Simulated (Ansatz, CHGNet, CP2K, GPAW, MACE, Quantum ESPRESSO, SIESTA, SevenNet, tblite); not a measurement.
# Running glassy ZnIn2Ga2O7 (96 atoms) with SIESTA

How do the settings of SIESTA change the result for glassy ZnIn2Ga2O7 (96 atoms)? A plane-wave run serves as the yardstick.

Calculated with SIESTA 5.4.2; the method is named at each step.

## Step 1: The structure

The cell holds 96 atoms: 16 Ga, 16 In, 56 O and 8 Zn. Cell: a = 10.656 Å, b = 10.656 Å, c = 10.656 Å, α = 90.0°, β = 90.0°, γ = 90.0°. 96 atoms (16 Fe, 16 Sc, 56 O, 8 Zn) placed at random at 4.16 g/cm³, melted at 4500 K for 20 ps at fixed volume with the Morse and Coulomb pair potential with partial charges (Pedone, Malavasi, Menziani, Cormack and Segre, J. Phys. Chem. B 110, 11780 (2006)). Quenched from 4500 K to 300 K at 100 K/ps and fixed volume, held 5 ps. Then Fe was replaced by Ga, Sc was replaced by In (the potential has no terms for the new elements, so the cell is a start for a DFT relaxation). Then every atom was moved at random, 0.03 Å r.m.s. a Cartesian component.

The yardstick, on the same geometry:

| Item | Value |
| --- | --- |
| method | Kohn-Sham DFT, PBE, SSSP efficiency 1.3.0 pseudopotentials, plane waves (Quantum ESPRESSO 7.5); sssp-pbe-1.3.0-efficiency, cutoffs 60/480 Ry, Γ point |
| r.m.s. force component | 1.051 eV/Å |
| longest force | 4.411 eV/Å |
| pressure | 4.903 GPa |
| gap (highest filled to lowest empty level) | 0.5121 eV |
| time | 10 min on 4 MPI ranks of Arm Neoverse V1, shared host |
| CPU time | 41 min |

## Step 2: PBE, DZP, shift 0.01 Ry, mesh 500 Ry

Method: Kohn-Sham DFT, PBE, PseudoDojo 0.4.1 norm-conserving pseudopotentials (converted to PSML), numerical atomic orbitals (DZP), diagonalisation.

The .psml files are PseudoDojo norm-conserving potentials that we converted to this format, checked against plane waves on the same files for H, C, O, Si, Ge and Ca alone.

input.fdf reads:

```
SystemLabel cell
NumberOfAtoms 96
NumberOfSpecies 4
%block ChemicalSpeciesLabel
  1 31 Ga
  2 49 In
  3 8 O
  4 30 Zn
%endblock ChemicalSpeciesLabel
LatticeConstant 1.0 Ang
%block LatticeVectors
  10.65570 0.00000 0.00000
  0.00000 10.65570 0.00000
  0.00000 0.00000 10.65570
%endblock LatticeVectors
PAO.BasisSize DZP
PAO.EnergyShift 0.01 Ry
XC.Functional GGA
XC.Authors PBE
MeshCutoff 500 Ry
%block kgrid_Monkhorst_Pack
  1 0 0 0.0
  0 1 0 0.0
  0 0 1 0.0
%endblock kgrid_Monkhorst_Pack
SolutionMethod diagon
OccupationFunction FD
ElectronicTemperature 580 K
SCF.Mixer.Method Pulay
SCF.Mixer.Weight 0.15
SCF.Mixer.History 8
SCF.Mix Hamiltonian
MaxSCFIterations 300
SCF.DM.Tolerance 1e-04
SCF.H.Tolerance 1.0e-3 eV
WriteForces T
Write.HirshfeldPop T
Write.VoronoiPop T
Write.DM F
Write.H F
XML.Write F
AtomicCoordinatesFormat Fractional
%block AtomicCoordinatesAndAtomicSpecies
  0.46354 0.62140 0.51841 1
  0.57994 0.51905 0.03210 1
  0.00403 0.10107 0.06491 1
  0.79372 0.31351 0.04948 1
  0.75399 0.99919 0.91468 1
  0.72488 0.42283 0.77944 1
  0.77625 0.11878 0.29273 1
  0.05246 0.30830 0.28526 1
  0.53720 0.67141 0.80375 1
  0.01406 0.54137 0.68974 1
  0.01784 0.81105 0.50969 1
  0.52827 0.08106 0.13859 1
  0.67579 0.15637 0.61824 1
  0.52109 0.23070 0.85365 1
  0.83099 0.77872 0.75135 1
  0.47023 0.36105 0.61127 1
  0.70199 0.83614 0.16195 2
  0.87534 0.34158 0.49173 2
  0.72332 0.85034 0.46738 2
  0.19383 0.51306 0.46844 2
  0.85880 0.59814 0.98761 2
  0.96657 0.83416 0.16718 2
  0.51259 0.91753 0.73510 2
  0.52317 0.06693 0.41652 2
  0.05428 0.33600 0.93780 2
  0.29342 0.82135 0.31181 2
  0.27312 0.08067 0.57549 2
  0.25865 0.81767 0.74348 2
  0.97648 0.04847 0.64034 2
  0.61771 0.36990 0.30667 2
  0.28776 0.46679 0.80642 2
  0.16787 0.63120 0.00878 2
  0.32540 0.65246 0.40453 3
  0.10831 0.12920 0.52232 3
  0.44484 0.54852 0.88998 3
  0.84886 0.20258 0.63853 3
  0.61890 0.07688 0.79878 3
  0.75883 0.49399 0.12526 3
  0.37733 0.94304 0.16908 3
  0.59366 0.54176 0.65823 3
  0.62128 0.30661 0.69249 3
  0.57843 0.70418 0.09139 3
  0.02976 0.41318 0.42808 3
  0.85617 0.14189 0.97246 3
  0.76736 0.45949 0.37637 3
  0.20092 0.65884 0.82940 3
  0.82759 0.76207 0.29471 3
  0.11348 0.90235 0.64648 3
  0.69149 0.58020 0.88995 3
  0.29936 0.68561 0.13911 3
  0.42252 0.83722 0.88258 3
  0.59766 0.70739 0.44917 3
  0.35516 0.96249 0.44531 3
  0.14144 0.16281 0.94762 3
  0.43638 0.75081 0.65672 3
  0.24851 0.41571 0.30696 3
[... 36 atom lines left out ...]
  0.04643 0.05603 0.35233 4
  0.35279 0.30006 0.19301 4
  0.41832 0.79037 0.06528 4
  0.24044 0.03476 0.10979 4
%endblock AtomicCoordinatesAndAtomicSpecies
```

Command:

```console
> OMP_NUM_THREADS=1 mpirun -np 4 siesta < input.fdf > output.txt
```

Output:

```text
Version         : 5.4.2
reinit: System Name:
reinit: System Label: cell
initatom: Reading input for the pseudopotentials and atomic orbitals ----------
Species number:   1 Atomic number:   31 Label: Ga
Species number:   2 Atomic number:   49 Label: In
Species number:   3 Atomic number:    8 Label: O
Species number:   4 Atomic number:   30 Label: Zn
Ground state valence configuration (from tables):   4s02  4p01  4d00  4f00
Ground state valence configuration (from tables):   5s02  5p01  5d00  4f00
Ground state valence configuration (from tables):   2s02  2p04  3d00  4f00
Ground state valence configuration (from tables):   4s02  4p00  3d10  4f00
---- Processing specs for species: Ga
GGA--PBE XC_GGA_X_PBE--XC_GGA_C_PBE pb
Semicore shell(s) with 10 electrons included in the valence for Ga
---- Processing specs for species: In
GGA--PBE XC_GGA_X_PBE--XC_GGA_C_PBE pb
Semicore shell(s) with 10 electrons included in the valence for In
---- Processing specs for species: O
GGA--PBE XC_GGA_X_PBE--XC_GGA_C_PBE pb
---- Processing specs for species: Zn
GGA--PBE XC_GGA_X_PBE--XC_GGA_C_PBE pb
Semicore shell(s) with  8 electrons included in the valence for Zn
Semicore shell(s): 3d
Fallback to non-perturbative polarization scheme for Ga
Please see the manual if this is not desired in principle
Semicore shell(s): 4d
Fallback to non-perturbative polarization scheme for In
Please see the manual if this is not desired in principle
Semicore shell(s): 3s 3p
Fallback to non-perturbative polarization scheme for Zn
Please see the manual if this is not desired in principle
Ga pseudopotential only contains V_ls up to l=2 -- lmxkb reset.
In pseudopotential only contains V_ls up to l=2 -- lmxkb reset.
O pseudopotential only contains V_ls up to l=2 -- lmxkb reset.
Zn pseudopotential only contains V_ls up to l=2 -- lmxkb reset.
Using PAO.SplitTailNorm
%block ChemicalSpeciesLabel
    1   31 Ga                      # Species index, atomic number, species label
[... lines left out ...]
Total number of electrons:   912.000000
[... lines left out ...]
outcell: Cell vector modules (Ang)   :   10.655700   10.655700   10.655700
outcell: Cell angles (23,13,12) (deg):     90.0000     90.0000     90.0000
outcell: Cell volume (Ang**3)        :   1209.8902
Gamma-point calculation with interaction between periodic images
Gamma-point calculation with interaction between periodic images
Some features might not work optimally:
Some features might not work optimally:
e.g. DM initialization from atomic data
e.g. DM initialization from atomic data
new_DM -- step:     1
Initializing Density Matrix...
Attempting to read DM from file... Failed...
DM filled with atomic data:
InitMesh: MESH = 144 x 144 x 144 = 2985984
InitMesh: Mesh cutoff (required, used) =   500.000   504.735 Ry
stepf: Fermi-Dirac step function
        iscf     Eharris(eV)        E_KS(eV)     FreeEng(eV)     dDmax    Ef(eV) dHmax(eV)
   scf:    1  -124683.788032  -130163.131102  -130163.875439  1.706895 -0.975287165.865250
   scf:    2  -131432.544817  -132536.530251  -132536.676207  1.786203 -4.234138 62.385438
   scf:    3  -132916.954156  -132850.899082  -132850.911482  1.795129 -5.276391 17.691333
   scf:    4  -132885.919110  -132869.760790  -132869.762204  0.080700 -5.233720 13.227816
[...]
scf:   15  -132887.503917  -132887.503916  -132887.513553  0.000060 -5.038166  0.001079
   scf:   16  -132887.503915  -132887.503916  -132887.513553  0.000048 -5.038098  0.000583
SCF Convergence by DM+H criterion
max |DM_out - DM_in|         :     0.0000479200
max |H_out - H_in|      (eV) :     0.0005834730
SCF cycle converged after 16 iterations
Using DM_out to compute the final energy and forces
siesta: E_KS(eV) =          -132887.5039
siesta: E_KS - E_eggbox =   -132887.5039
siesta: Atomic forces (eV/Ang):
     1    0.997374   -0.172109    1.534433
     2   -0.118290    1.207837   -1.205513
     3   -0.377108   -0.715773    0.685234
[...]
95    1.653824    0.740601   -1.974345
    96   -0.732039    0.449256   -0.099003
----------------------------------------
   Tot   -0.013355    0.006387   -0.007478
----------------------------------------
   Max    3.416650
   Res    1.137605    sqrt( Sum f_i^2 / 3N )
----------------------------------------
   Max    3.416650    constrained
Stress tensor Voigt[x,y,z,yz,xz,xy] (kbar):      -84.19      -43.94      -60.19       22.91        9.05        2.62
(Free)E + p*V (eV/cell)  -132840.1103
Target enthalpy (eV/cell)  -132887.5136
siesta: Program's energy decomposition (eV):
siesta: Ebs     =    -18404.587115
siesta: Eions   =    160028.061028
siesta: Ena     =     10497.068187
siesta: Ekin    =     83035.340133
siesta: Enl     =    -37766.332070
siesta: DEna    =       470.821331
siesta: DUscf   =        70.414173
siesta: Ex      =    -27504.744135
siesta: Ec      =     -1662.010507
siesta: Exc     =    -29166.754642
siesta: Eharris =   -132887.503915
siesta: Etot    =   -132887.503916
siesta: FreeEng =   -132887.513553
siesta: Final energy (eV):
siesta:  Band Struct. =  -18404.587115
siesta:       Kinetic =   83035.340133
siesta:       Hartree =   44463.600562
siesta:         Exch. =  -27504.744135
siesta:         Corr. =   -1662.010507
siesta:   Exch.-corr. =  -29166.754642
siesta:  Ion-electron = -166740.647175
siesta:       Ion-ion =  -64479.042794
siesta:         Total = -132887.503916
siesta:         Fermi =      -5.038098
siesta: Stress tensor (static) (eV/Ang**3):
siesta:    -0.052549    0.001633    0.005651
siesta:     0.001633   -0.027422    0.014302
siesta:     0.005651    0.014302   -0.037568
siesta: Cell volume =       1209.890188 Ang**3
siesta: Pressure (static):
siesta:                Solid            Molecule  Units
siesta:           0.00042672          0.00047476  Ry/Bohr**3
siesta:           0.03917980          0.04359021  eV/Ang**3
siesta:          62.77296431         69.83920987  kBar
    Orbital volume contribution        =          53.781529 eV
    (Free)E + p_basis*V_orbitals       =     -132833.732024 eV
    (Free)Eharris+ p_basis*V_orbitals  =     -132833.732023 eV
Hirshfeld Atomic Populations:
Atom #   charge [q] valence [e]  Species
     1     0.327521   12.672479  Ga
     2     0.345263   12.654737  Ga
     3     0.315652   12.684348  Ga
[...]
17     0.382325   12.617675  In
    18     0.418066   12.581934  In
    19     0.426429   12.573571  In
[...]
33    -0.316533    6.316533  O
    34    -0.368456    6.368456  O
    35    -0.331938    6.331938  O
[...]
89     0.763019   19.236981  Zn
    90     0.745591   19.254409  Zn
    91     0.815400   19.184600  Zn
[...]
--------------------
 Total    -0.000032
Voronoi Atomic Populations:
Atom #   charge [q] valence [e]  Species
[...]
15     0.516180   12.483820  Ga
    16     0.511187   12.488813  Ga
[...]
31     0.526070   12.473930  In
    32     0.550583   12.449417  In
[...]
87    -0.372776    6.372776  O
    88    -0.402549    6.402549  O
[...]
95     0.858419   19.141581  Zn
    96     0.861587   19.138413  Zn
--------------------
 Total    -0.000032
```

The job ended after 3.4 min (4 MPI ranks of Arm Neoverse V1, shared host; peak memory 3.2 GiB).

Banners, paths, timers and routine set-up lines are dropped from the logs unmarked, and long logs keep their key lines alone; longer cuts are marked.

Numbers from this run, and their distance from the reference:

```
r.m.s. force component                           : 1.138 eV/Å
r.m.s. difference of force components            : 131.6 meV/Å
longest difference of force vectors              : 479 meV/Å
force difference over r.m.s. force               : 12.52 %
slope of forces against the reference's          : 1.078
correlation of force components                  : 0.9959
gap (highest filled to lowest empty level) : 0.4829 eV
gap difference                                   : -0.0292 eV
pressure                                         : 6.277 GPa
pressure difference                              : 1.374 GPa
```

Length of the force difference by element (eV/Å):

```csv
element,atoms,mean,most
Ga,16,0.18,0.40
In,16,0.25,0.48
O,56,0.21,0.40
Zn,8,0.16,0.21
```

Levels nearest the highest filled one (eV from it): -0.70, -0.68, -0.61, -0.61, -0.58, -0.52, -0.38, -0.32, -0.28, -0.23, -0.17, 0.00, 0.48, 2.72, 2.92, 3.01, 3.06, 3.19, 3.37, 3.74, 3.78, 3.95, 3.98, 4.07.

A closer look about Zn95, one of the 8 Zn atoms: 9 atoms, nearest first, numbered in the order of the input, with positions taken from that point.

```csv
atom,x,y,z,distance (Å),bonds,Hirshfeld charge (e),Fx,Fy,Fz (eV/Å)
Zn95,0.00,0.00,0.00,0.00,4,0.72,1.65,0.74,-1.97
O50,-1.27,-1.12,0.79,1.86,4,-0.40,-0.57,-0.18,1.95
O42,1.71,-0.92,0.28,1.96,3,-0.42,-0.75,-1.29,0.13
O51,0.04,0.50,-1.95,2.01,4,-0.41,-1.34,-1.30,1.55
O39,-0.44,1.63,1.11,2.02,4,-0.39,1.20,-0.05,0.05
In26,-1.33,0.33,2.63,2.96,5,0.40,0.42,1.28,0.18
O80,2.38,2.02,-0.11,3.13,3,-0.30,-0.67,1.18,-1.59
O35,0.28,-2.58,-1.87,3.20,3,-0.33,1.04,0.25,1.46
In32,-2.67,-1.70,-0.60,3.22,4,0.42,0.18,1.14,1.29
```

Forces lie 13 % from the reference's, at 0.33 times its CPU time.

## Step 3: PBE, SZP, shift 0.01 Ry, mesh 500 Ry

Method: Kohn-Sham DFT, PBE, PseudoDojo 0.4.1 norm-conserving pseudopotentials (converted to PSML), numerical atomic orbitals (SZP), diagonalisation.

input.fdf: that of step 2 with these lines changed.

```diff
@@ -15,3 +15,3 @@
 %endblock LatticeVectors
-PAO.BasisSize DZP
+PAO.BasisSize SZP
 PAO.EnergyShift 0.01 Ry
```

Command:

```console
> OMP_NUM_THREADS=1 mpirun -np 2 siesta < input.fdf > output.txt
```

Output:

```text
Version         : 5.4.2
reinit: System Name:
reinit: System Label: cell
initatom: Reading input for the pseudopotentials and atomic orbitals ----------
Species number:   1 Atomic number:   31 Label: Ga
Species number:   2 Atomic number:   49 Label: In
Species number:   3 Atomic number:    8 Label: O
Species number:   4 Atomic number:   30 Label: Zn
[... lines left out ...]
SCF Convergence by DM+H criterion
[... lines left out ...]
SCF cycle converged after 16 iterations
[... lines left out ...]
   Max    3.519789
[... lines left out ...]
   Max    3.519789    constrained
Stress tensor Voigt[x,y,z,yz,xz,xy] (kbar):     -100.14      -58.40      -75.92       24.12       10.30        1.63
[... lines left out ...]
siesta: FreeEng =   -132871.680001
[... lines left out ...]
siesta:         Fermi =      -4.815495
[... lines left out ...]
siesta:          78.15148791         86.22947672  kBar
[... lines left out ...]
     3     0.321982   12.678018  Ga
[...]
17     0.384689   12.615311  In
    18     0.419390   12.580610  In
    19     0.425887   12.574113  In
[...]
33    -0.317522    6.317522  O
    34    -0.371270    6.371270  O
    35    -0.337620    6.337620  O
[...]
89     0.777638   19.222362  Zn
    90     0.765627   19.234373  Zn
    91     0.832743   19.167257  Zn
[...]
--------------------
 Total    -0.000027
Voronoi Atomic Populations:
Atom #   charge [q] valence [e]  Species
[...]
15     0.516928   12.483072  Ga
    16     0.510876   12.489124  Ga
[...]
31     0.519856   12.480144  In
    32     0.541345   12.458655  In
[...]
87    -0.380051    6.380051  O
    88    -0.400849    6.400849  O
[...]
95     0.869060   19.130940  Zn
    96     0.870446   19.129554  Zn
--------------------
 Total    -0.000027
```

Run time: 4.9 min. Hardware: 2 MPI ranks; peak memory 2.5 GiB.

Against the reference:

```
r.m.s. force component                           : 1.168 eV/Å
r.m.s. difference of force components            : 168.2 meV/Å
longest difference of force vectors              : 714.6 meV/Å
force difference over r.m.s. force               : 16.01 %
slope of forces against the reference's          : 1.105
correlation of force components                  : 0.9941
gap (highest filled to lowest empty level) : 0.494 eV
gap difference                                   : -0.0181 eV
pressure                                         : 7.815 GPa
pressure difference                              : 2.912 GPa
```

This is a coarse setting, run to see what it loses.

Against the first run (13 %), the force difference from the reference is 16 %, at 0.73 times the CPU time (on 2 against 4 cores), with 1056 basis functions against 1456: the smaller basis costs accuracy.

## Step 4: Side by side

Differences are against the plane-wave reference, forces as r.m.s. over components; share is that over the reference's r.m.s. force, slope the least-squares factor from reference forces to these. Total energies of different programs have different zeros and aren't compared.

```csv
run,"Δ force, r.m.s. (meV/Å)",share (%),slope,Δ pressure (GPa),Δ gap (eV),cores,CPU time,memory (GiB)
reference,-,-,-,-,-,4,41 min,4.0
"SIESTA PBE, DZP, shift 0.01 Ry, mesh 500 Ry",132,12.5,1.078,1.37,-0.0292,4,14 min,3.2
"SIESTA PBE, SZP, shift 0.01 Ry, mesh 500 Ry (coarse)",168,16.0,1.105,2.91,-0.0181,2,9.8 min,2.5
```

Rows marked coarse were listed beforehand as settings not expected to be converged; some can still land near the reference.

CPU time is summed over cores on a shared host, where runs went side by side, so it is rough. Symmetry, cutoffs, thresholds, outputs and thread counts weren't matched or tuned between programs; memory under MPI is the largest rank's times the ranks.

## Step 5: Outcome

```json
{
 "nearest in forces": "SIESTA PBE, DZP, shift 0.01 Ry, mesh 500 Ry, 13 %",
 "its CPU time": "14 min"
}
```

What this shows: The PBE run in local orbitals, coarse settings apart, differs by 13 % (SIESTA PBE, DZP, shift 0.01 Ry, mesh 500 Ry); basis, grid and potentials can all enter. Runs with settings chosen to be coarse differ by 16 % (SIESTA PBE, SZP, shift 0.01 Ry, mesh 500 Ry), their programs' other errors included. Of the electronic-structure runs that take under half the reference's CPU time, SIESTA PBE, DZP, shift 0.01 Ry, mesh 500 Ry comes nearest, at 13 % in 14 min against 41 min. SIESTA PBE, SZP, shift 0.01 Ry, mesh 500 Ry stiffens the forces by a factor of 1.10 while following their directions (correlation 0.994); the slopes of the 2 SIESTA runs lie between 1.08 and 1.10. At the same functional, gaps differ from the reference's 0.512 eV by between -0.03 and -0.02 eV. In pressure, SIESTA PBE, SZP, shift 0.01 Ry, mesh 500 Ry misses by +2.9 GPa, at the same functional. The reference's pressure holds the uncorrected Pulay stress of its 60 Ry basis, so small pressure differences, and their order, may be the reference's own error. The quench rate of 100 K/ps is many orders above laboratory rates, so the cell is likely richer in defects and strain than a real sample. The network of bonds at the start is that of the classical potential that made the cell, and needn't be the one that DFT or experiment would give. The reference's stress is far from hydrostatic: its diagonal is 6.7, 3.2, 4.8 GPa, compression counted positive. The electronic-structure runs sample only Γ, in a cell whose shortest periodic width is 11 Å.

[Also dropped from logs without a mark: logging warnings of Python, and SIESTA's first energy breakdown and zero terms.]

[Logs are printed without paths, hosts, clocks, repeated set-up lines and the standing remarks that a program may print on its own settings, such as how far it seeks lower states.]

[Hosts, paths, dates, database ids (printed as entryN), source tags and the programs' standing remarks are cut or masked in the printed files.]
